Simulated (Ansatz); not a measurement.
## Where Br_N puts its levels in the gap of AlN (F-43m)

Aim: at which Fermi levels does Br_N in AlN (F-43m) change its charge? The model is a cell of 54 host atoms with 1 N taken out and 1 Br put in.

Calculated with Ansatz 0.2.0; place-levels on r2SCAN runs: charge-transition levels and formation energies with image-charge correction and potential alignment at the atomic sites; PAW set soft_1.

### Step 1. The structure

The cell holds 54 atoms: 27 Al, 26 N and 1 Br. Its edges and angles: a = 9.269 Å, b = 9.269 Å, c = 9.269 Å, α = 60.0°, β = 60.0°, γ = 60.0°. It derives from AlN (space group F-43m). Nearest the centre at fractional (0.417, 0.417, 0.417): Br28 at 0.00 Å, Al29 at 1.89 Å, Al45 at 1.89 Å, Al33 at 1.89 Å, Al27 at 1.89 Å, N30 at 3.09 Å, N24 at 3.09 Å, N12 at 3.09 Å.

As a file:

```xyz
54
Lattice="0.0000 6.5542 6.5542 6.5542 0.0000 6.5542 6.5542 6.5542 0.0000" Properties=species:S:1:pos:R:3 pbc="T T T"
Al    0.0000    0.0000    0.0000
N     1.0924    1.0924    1.0924
Al    2.1847    2.1847    0.0000
N     3.2771    3.2771    1.0924
Al    4.3695    4.3695    0.0000
N     5.4618    5.4618    1.0924
Al    2.1847    0.0000    2.1847
N     3.2771    1.0924    3.2771
Al    4.3695    2.1847    2.1847
N     5.4618    3.2771    3.2771
Al    6.5542    4.3695    2.1847
N     7.6466    5.4618    3.2771
Al    4.3695    0.0000    4.3695
N     5.4618    1.0924    5.4618
Al    6.5542    2.1847    4.3695
N     7.6466    3.2771    5.4618
Al    8.7389    4.3695    4.3695
N     9.8313    5.4618    5.4618
Al    0.0000    2.1847    2.1847
N     1.0924    3.2771    3.2771
Al    2.1847    4.3695    2.1847
N     3.2771    5.4618    3.2771
Al    4.3695    6.5542    2.1847
N     5.4618    7.6466    3.2771
Al    2.1847    2.1847    4.3695
N     3.2771    3.2771    5.4618
Al    4.3695    4.3695    4.3695
Br    5.4618    5.4618    5.4618
Al    6.5542    6.5542    4.3695
N     7.6466    7.6466    5.4618
Al    4.3695    2.1847    6.5542
N     5.4618    3.2771    7.6466
Al    6.5542    4.3695    6.5542
N     7.6466    5.4618    7.6466
Al    8.7389    6.5542    6.5542
N     9.8313    7.6466    7.6466
Al    0.0000    4.3695    4.3695
N     1.0924    5.4618    5.4618
Al    2.1847    6.5542    4.3695
N     3.2771    7.6466    5.4618
Al    4.3695    8.7389    4.3695
N     5.4618    9.8313    5.4618
Al    2.1847    4.3695    6.5542
N     3.2771    5.4618    7.6466
Al    4.3695    6.5542    6.5542
N     5.4618    7.6466    7.6466
Al    6.5542    8.7389    6.5542
N     7.6466    9.8313    7.6466
Al    4.3695    4.3695    8.7389
N     5.4618    5.4618    9.8313
Al    6.5542    6.5542    8.7389
N     7.6466    7.6466    9.8313
Al    8.7389    8.7389    8.7389
N     9.8313    9.8313    9.8313
```

The host's dielectric constants go in as inputs: 4.64 for the electrons alone, 8.51 with the ions, computed on the host (DFPT, PBEsol, on the r2SCAN cell), and a cell off the functional's own equilibrium shifts the ionic part.

The cell's shortest repeat is 9.3 Å.

### Step 2. The runs of each charge state

A transition level is the Fermi level at which two charge states cost the same, so each charge needs its own total energy, at its own relaxed structure.

Each atom starts 0.05 Å or so off its site in a random direction: a symmetric start keeps its symmetry, and would miss off-centre moves and Jahn–Teller distortions. Forces are taken at one point at (¼, ¼, ¼). The cell holds 1 electron more than the neutral one, with a uniform background that keeps it neutral on the whole. The electron count is odd, so at least one spin is unpaired; this run locks the moment at 1 μB.

The sampling was tested on the host first: at the k-points planned (1x1x1 shifted 0.25 0.25 0.25) its energy lies 0.045 eV an atom from the dense-mesh value, so the final energies take a denser sampling.

One state's input; the others differ in charge, spin, start and seed, and in occupations where the table says so.

qm1_M1.relax/input.yaml

```yaml
crystal:
  lattice:
    - [0.0, 2.18472995, 2.18472995]
    - [2.18472995, 0.0, 2.18472995]
    - [2.18472995, 2.18472995, 0.0]
  atoms:
    - { symbol: Al, position: [0.0, 0.0, 0.0] }
    - { symbol: "N", position: [0.25, 0.25, 0.25] }
  supercell: [3, 3, 3]
  defects: [{ substitution: { at: 27, symbol: Br } }]
total_charge: -1
basis:
  ecutwfc: 500
  xc_grid: 2
hamiltonian:
  xc: r2scan
  pseudopotentials: { kind: paw, azcp: { folder: soft_1 } }
kpoints:
  mp_grid: { grid: [1, 1, 1], shift: [0.25, 0.25, 0.25] }
magnetization:
  spin_polarized: true
  initial_magnetization: 1
  spin_locking: { lock_magnetization: hard }
scf:
  occupations: { method: fixed }
  max_iter: 60
output:
  forces: true
  charged_corrections: { epsilon: 4.64, static_epsilon: 8.51 }
relax:
  f_tol: 0.02
  max_steps: 80
  random_displacement: { amplitude: 0.05, seed: 6781 }
checkpoint:
  write: "../qm1_M1.relax.run"
  compress: false
  write_wavefunctions: true
  write_every: 100000
```

On the command line:

```bash
$ ansatz run input.yaml --threads 4 --pin off --max-ram 7536MiB --backend cpu --events-out ev --progress --plain --runs-dir out
```

The relaxed structure is kept and the sampling changed to a 2×2×2 shifted mesh.

The run of this state that the levels use, under r2SCAN:

qm1_M1.point/input.yaml

```yaml
crystal:
  checkpoint: "../qm1_M1.relax.run"
  host: checkpoint
total_charge: -1
basis:
  ecutwfc: 500
  xc_grid: 2
hamiltonian:
  xc: r2scan
  pseudopotentials: { kind: paw, azcp: { folder: soft_1 } }
kpoints:
  mp_grid: { grid: [2, 2, 2], shift: [0.5, 0.5, 0.5] }
magnetization:
  spin_polarized: true
  initial_magnetization: 1
  spin_locking: { lock_magnetization: hard }
scf:
  occupations: { method: fermi_dirac, width: 0.01 }
  max_iter: 60
output:
  forces: true
  eigenvalues: true
  charged_corrections:
    epsilon: 4.64
    static_epsilon: 8.51
    defect_position: [0.416667, 0.416667, 0.416667]
  eigenstates: { localisation: true }
  populations: true
  efg: {}
checkpoint:
  read: "../qm1_M1.relax.run"
  write: "../qm1_M1.point.run"
  compress: false
  write_wavefunctions: false
  write_every: 100000
```

Relaxations under r2SCAN at one point at (¼, ¼, ¼); times on 4 threads of Arm Neoverse V1, shared host:

```csv
charge,moment (μB),occupations,outcome,steps,largest displacement against the far atoms (Å),time
−1,1,fixed,converged,10,0.56,3.8 min
0,0,fixed,converged,13,0.59,99 s
+1,1,fixed,converged,13,0.55,4.7 min
+2,0,fixed,converged,7,0.42,57 s
```

Single points under r2SCAN at a 2×2×2 shifted mesh; times on 4 threads of Arm Neoverse V1, shared host:

```csv
charge,moment (μB),occupations,outcome,time
−1,1,fermi-dirac,converged,1.9 min
0,0,fermi-dirac,converged,47 s
+1,1,fermi-dirac,converged,1.9 min
+2,0,fermi-dirac,converged,47 s
```

Distances (Å) from Br28 to the nearest atoms after relaxation with r2SCAN:

```csv
charge,moment (μB),1.,2.,3.,4.,5.,6.
−1,1,Al 2.34,Al 2.43,Al 2.43,Al 2.43,N 3.07,N 3.07
0,0,Al 2.33,Al 2.33,Al 2.33,Al 2.45,N 3.06,N 3.06
+1,1,Al 2.32,Al 2.32,Al 2.32,Al 2.39,N 3.07,N 3.07
+2,0,Al 2.31,Al 2.31,Al 2.31,Al 2.31,N 3.11,N 3.11
```

### Step 3. place-levels, r2SCAN

A charged cell interacts with its images and the background, and its potential has another zero than the host's. place-levels removes the first by a point-charge model, screened by the static dielectric constant since the ions have relaxed around the charge, and the second by comparing potentials at atoms far from the defect.

The host is a run of the defect-free crystal in the same cutoffs, grids and k-points, so that basis and sampling errors cancel in part in the differences. The host is run in a cell of 2 atoms on a matching mesh. Its band edges are searched through the zone by a band path, so the gap is smaller than, or equal to, that on the mesh. Chemical potentials are energies per atom of N (N2 molecule) and Br (solid Br2 (Cmce)), run with the same functional and cutoff.

levels.point.yaml

```yaml
host:
  run: host.point.run
states: [qm1_M1.point.run, q0.point.run, qp1_M1.point.run, qp2.point.run]
geometry_from:
  qm1_M1.point.run: qm1_M1.relax.run
  q0.point.run: q0.relax.run
  qp1_M1.point.run: qp1_M1.relax.run
  qp2.point.run: qp2.relax.run
  host.point.run: host.relax.run
chemical_potentials:
  "N":
    energy: -384.814403
    dataset: "<sha256 of the dataset>"
  Br:
    energy: -2792.869391
    dataset: "<sha256 of the dataset>"
epsilon: 4.64
static_epsilon: 8.51
vertical:
  - { from: qm1_M1.point.run, to: qm1_M1.point_neutral.run }
  - { from: qp1_M1.point.run, to: qp1_M1.point_neutral.run }
  - { from: qp2.point.run, to: qp2.point_neutral.run }
```

On the command line:

```bash
$ ansatz place-levels levels.point.yaml -- --threads 4 --pin off --max-ram 7536MiB
```

Numbers of over 12 decimals in the logs are rounded to 6 here.

Log:

```text
[... repeated set-up lines and file paths are left out, and long positions are rounded to six places ...]
(+2/+1) 3.121 eV above the valence edge, 0.797 eV under the conduction edge
(+1/0) 3.766 eV above the valence edge, 0.152 eV under the conduction edge
(0/-1) 4.132 eV above the valence edge, in the conduction band
formation energy of charge +2: +1.528 eV with the Fermi level at the valence edge
formation energy of charge +1: +4.650 eV with the Fermi level at the valence edge
formation energy of charge 0: +8.415 eV with the Fermi level at the valence edge
formation energy of charge -1: +12.547 eV with the Fermi level at the valence edge
vertical -1 to 0: no energy, since no alignment is typed
  the change from vertical[0].from (qm1_M1.point.run) to vertical[0].to (qm1_M1.point_neutral.run): by its potential at epsilon 4.64 it stands at 0.155 0.180 0.157, with an rms radius of about 2.6 Å (1.5 1.5 1.5 Å across the planes of the cell's vectors); [...]
vertical +1 to 0: no energy, since no alignment is typed
  the change from vertical[1].from (qp1_M1.point.run) to vertical[1].to (qp1_M1.point_neutral.run): by its potential at epsilon 4.64 it stands at 0.238 0.238 0.115, with an rms radius of about 4.1 Å (2.2 2.2 2.6 Å across the planes of the cell's vectors); [...]
vertical +2 to 0: no energy, since no alignment is typed
  the change from vertical[2].from (qp2.point.run) to vertical[2].to (qp2.point_neutral.run): by its potential at epsilon 4.64 it stands at 0.242 0.243 0.242, with an rms radius of about 4.0 Å (2.3 2.3 2.3 Å across the planes of the cell's vectors); [...]
  edges by r2scan, gap 3.918 eV; the host is sampled to repeats of 18.54 Å
  the defect's cells are sampled to repeats of 18.54 Å, like sampling
  charge +2: -27487.7623 eV with its correction of +1.697 eV, at epsilon 8.51, aligned at sites: +0.2565 eV, mean over 19 atomic sites at or beyond 4.63 Å from the host's site at [0.4168, 0.4168, 0.4168] by the defect at [0.4167, 0.4167, 0.4167], with [...]
  charge +1: -27477.9403 eV with its correction of +0.630 eV, at epsilon 8.51, aligned at sites: +0.3341 eV, mean over 19 atomic sites at or beyond 4.63 Å from the host's site at [0.4168, 0.4168, 0.4168] by the defect at [0.4167, 0.4167, 0.4167], with [...]
  charge 0: +0.000 eV for its dipole among its images, +0.348 omitted
  charge -1: -27456.6416 eV with its correction of -0.205 eV, at epsilon 8.51, aligned at sites: +0.5007 eV, mean over 19 atomic sites at or beyond 4.63 Å from the host's site at [0.4168, 0.4168, 0.4168] by the defect at [0.4167, 0.4167, 0.4167], with [...]
  of states[3] (qp2.point.run): it parts from the run at its places by a charge that spreads by about 2.3 Å along one vector (1.3 Å or more is wide), by its potential at epsilon 4.64, taken for that of held ions (one typed too small widens it), where the cell [...]
  of states[2] (qp1_M1.point.run): it parts from the run at its places by a charge that spreads by about 2.6 Å along one vector (1.3 Å or more is wide), by its potential at epsilon 4.64, taken for that of held ions (one typed too small widens it), where the [...]
  of states[1] (q0.point.run): the far atoms show a dipole or second moment of the defect's charge, for which the correction takes or leaves out 0.348 eV: further moments aren't read, and the relaxed atoms' own pattern can pass for one, so compare a larger [...]
  of states[0] (qm1_M1.point.run): it parts from the run at its places by a charge that spreads by about 1.5 Å along one vector (1.3 Å or more is wide), by its potential at epsilon 4.64, taken for that of held ions (one typed too small widens it), where the [...]
  of vertical[0].from (qm1_M1.point.run): stability_check_not_made; [...]
  vertical[0].to (qm1_M1.point_neutral.run): levels filled in part (TS 0.002 eV): its energy is of no whole electron's
  of vertical[1].from (qp1_M1.point.run): stability_check_not_made; [...]
  of vertical[2].from (qp2.point.run): it parts from the run at its places by a charge that spreads by about 2.3 Å along one vector (1.3 Å or more is wide), by its potential at epsilon 4.64, taken for that of held ions (one typed too small widens it), where [...]
```

Elapsed: 0.46 s, on 4 threads of Arm Neoverse V1, shared host.

Levels between the charges placed, in eV above the valence top:

```csv
,gap (eV),(+2/+1),(+1/0),(0/−1)
r2SCAN,3.92,3.12,3.77,4.13
```

Corrections by state:

```csv
charge,moment (μB),image terms and alignment (eV),band filling (eV),ε used,"over the lowest of its charge, as the program ranks them, band filling apart (eV)"
+2,0.0,1.697,-,8.51,0.000
+1,1.0,0.630,-,8.51,0.000
0,0.0,0.000,-,-,0.000
−1,1.0,-0.205,-,8.51,0.000
```

The charged structures listed were also run neutral, and place-levels reads from each pair, by the potential or the spins, how wide the charge is by which they differ; that can be the carrier of either run.

```csv
charge,rms radius (Å),spread where it is widest against the cell (Å),wide from (Å),reading
+2,4.0,2.29,1.31,wide
+1,4.1,2.59,1.31,wide
−1,2.6,1.54,1.31,wide
```

The neutral runs of these pairs need not share the spin of the lowest neutral state, and very wide values only mean spread over the cell.

From the program's caveats on the states, each cut to its opening words:

- charge +2: it parts from the run at its places by a charge that spreads by about 2.3 Å along one vector (1.3 Å or more is wide), by its potential at epsilon 4.64, taken [...]
- charge +2: its alignment with the host at atomic sites is doubtful: the mean over the far sites moves by -0.1473 eV from their farther parts to their nearer, more than [...]
- charge +1 (1 μB): it parts from the run at its places by a charge that spreads by about 2.6 Å along one vector (1.3 Å or more is wide), by its potential at epsilon 4.64, taken [...]
- charge +1 (1 μB): its alignment with the host at atomic sites is doubtful: the mean over the far sites moves by -0.0765 eV from their farther parts to their nearer, more than [...]
- charge +1 (1 μB), −1 (1 μB): flagged: stability check not made
- charge 0: the far atoms show a dipole or second moment of the defect's charge, for which the correction takes or leaves out 0.348 eV: further moments aren't read, and [...]
- charge −1 (1 μB): it parts from the run at its places by a charge that spreads by about 1.5 Å along one vector (1.3 Å or more is wide), by its potential at epsilon 4.64, taken [...]

The host's formation energy from the elements is -1.603 eV per atom; it sets how far the chemical potentials can move.

Limit set by the element alone; other compounds of these elements are not counted. Chemical potentials from the elements' reference states: Al 0.00 eV, N -3.21 eV, Br 0.00 eV. Formation energy by charge state (Al-rich; gap 3.92 eV):

```csv
charge,at valence top (eV),at conduction bottom (eV),correction included (eV)
+2,-1.68,6.16,1.70
+1,1.44,5.36,0.63
0,5.21,5.21,0.00
−1,9.34,5.42,-0.20
```

| Fermi level (eV) | lowest formation energy (eV) |
| --- | --- |
| 0.00 | -1.68 |
| 0.36 | -0.97 |
| 0.71 | -0.25 |
| 1.07 | 0.46 |
| 1.42 | 1.17 |
| 1.78 | 1.88 |
| 2.14 | 2.60 |
| 2.49 | 3.31 |
| 2.85 | 4.02 |
| 3.21 | 4.65 |
| 3.56 | 5.01 |
| 3.92 | 5.21 |

Limit set by the element alone; other compounds of these elements are not counted. Chemical potentials from the elements' reference states: N 0.00 eV, Al -3.21 eV, Br 0.00 eV. Formation energy by charge state (N-rich; gap 3.92 eV):

```csv
charge,at valence top (eV),at conduction bottom (eV),correction included (eV)
+2,1.53,9.36,1.70
+1,4.65,8.57,0.63
0,8.42,8.42,0.00
−1,12.55,8.63,-0.20
```

Fermi level (eV), lowest formation energy (eV) and a bar from the least value:
```
     0.00       1.53 
     0.36       2.24 ###
     0.71       2.95 ######
     1.07       3.66 #########
     1.42       4.38 ############
     1.78       5.09 ################
     2.14       5.81 ###################
     2.49       6.52 ######################
     2.85       7.23 #########################
     3.21       7.86 ############################
     3.56       8.21 #############################
     3.92       8.42 ##############################
```

### Step 4. Effect of the sampling

The relaxations' own energies give the levels at their sampling, for comparison.

levels.relax_mesh.yaml

```yaml
host:
  run: host.relax.run
states: [qm1_M1.relax.run, q0.relax.run, qp1_M1.relax.run, qp2.relax.run]
chemical_potentials:
  "N":
    energy: -384.814403
    dataset: "<sha256 of the dataset>"
  Br:
    energy: -2792.869391
    dataset: "<sha256 of the dataset>"
```

On the command line:

```bash
$ ansatz place-levels levels.relax_mesh.yaml -- --threads 4 --pin off --max-ram 7536MiB
```

Log:

```text
(+2/+1) 3.086 eV above the valence edge, 0.784 eV under the conduction edge
(+1/0) 3.753 eV above the valence edge, 0.117 eV under the conduction edge
(0/-1) 3.947 eV above the valence edge, in the conduction band
formation energy of charge +2: +1.764 eV with the Fermi level at the valence edge
formation energy of charge +1: +4.850 eV with the Fermi level at the valence edge
formation energy of charge 0: +8.604 eV with the Fermi level at the valence edge
formation energy of charge -1: +12.551 eV with the Fermi level at the valence edge
  edges by r2scan, gap 3.870 eV; the host is sampled to repeats of 9.27 Å
[... the lines on each state left out ...]
```

Wall time 0.13 s (4 threads).

Levels between neighbouring charges, in eV above the valence top:

```csv
,gap (eV),(+2/+1),(+1/0),(0/−1)
"one point at (¼, ¼, ¼)",3.87,3.09,3.75,3.95
a 2×2×2 shifted mesh,3.92,3.12,3.77,4.13
```

Going from one point at (¼, ¼, ¼) to a 2×2×2 shifted mesh moves the levels that carry no band-filling term by up to 0.18 eV and formation energies against the elements by up to 0.24 eV.

### Step 5. What came out

```json
{
 "gap of the host": "3.92 eV (r2SCAN)",
 "level (plus 2/plus 1)": "3.12 eV above the valence top",
 "level (plus 1/0)": "3.77 eV above the valence top",
 "level (0/minus 1)": "4.13 eV above the valence top, past the conduction bottom",
 "lowest of the charges placed, just above the valence top (0.02 eV)": "+2",
 "lowest of the charges placed, just below the conduction bottom (0.02 eV)": "0",
 "lowest formation energy at mid-gap of the charges run, Al-rich": "2.24 eV",
 "lowest formation energy at mid-gap of the charges run, N-rich": "5.45 eV"
}
```

**Reading.** Of the charges placed (−1, 0, +1 and +2), the lowest changes at 3.12 eV (+2/+1) and 3.77 eV (+1/0) above the valence top, in a gap of 3.92 eV. (+2/+1) and (+1/0) lie nearer to a band edge than the share of the finite-size correction in them (1.07 and 0.63 eV), and that correction holds for a localised charge alone. Charges above +2 were not placed, so these runs say nothing of levels that involve them. States placed: +2 at 0 μB; +1 at 1 μB; 0 at 0 μB; −1 at 1 μB. Other spin states or structures, where not listed, weren't placed. Corrections reach 1.7 eV, so the cell is small for these charges and their levels are rough. Br is taken at its element; compounds, which aren't counted here, bound the chemical potentials and would shift these formation energies. Going from one point at (¼, ¼, ¼) to a 2×2×2 shifted mesh moves the levels that carry no band-filling term by up to 0.18 eV and formation energies against the elements by up to 0.24 eV. The program doubts the alignment of potentials for at least one state, a sign that the cell is small. Keep in mind: r2SCAN makes the gap too small and tends to spread out bound carriers; where a gas molecule sets a chemical potential or the host's formation energy, its binding is uncorrected; force components of up to 0.31 eV/Å remain in a run at the final settings.

[Logs are printed without paths, hosts, clocks, repeated set-up lines and the standing remarks that a program may print on its own settings, such as how far it seeks lower states.]

[Hosts, paths, dates, database ids (printed as entryN), source tags and the programs' standing remarks are cut or masked in the printed files.]

[Where a table of states has a column of steps, it counts the stored structures, which are thinned; the runs took as many ionic steps or more.]

[A defect's name tells the site on which it was built; relaxed atoms can leave that site.]

[For some hosts the program warned that the k-mesh of the response run may be too coarse for force constants and the static dielectric constant; such warnings are not shown here.]
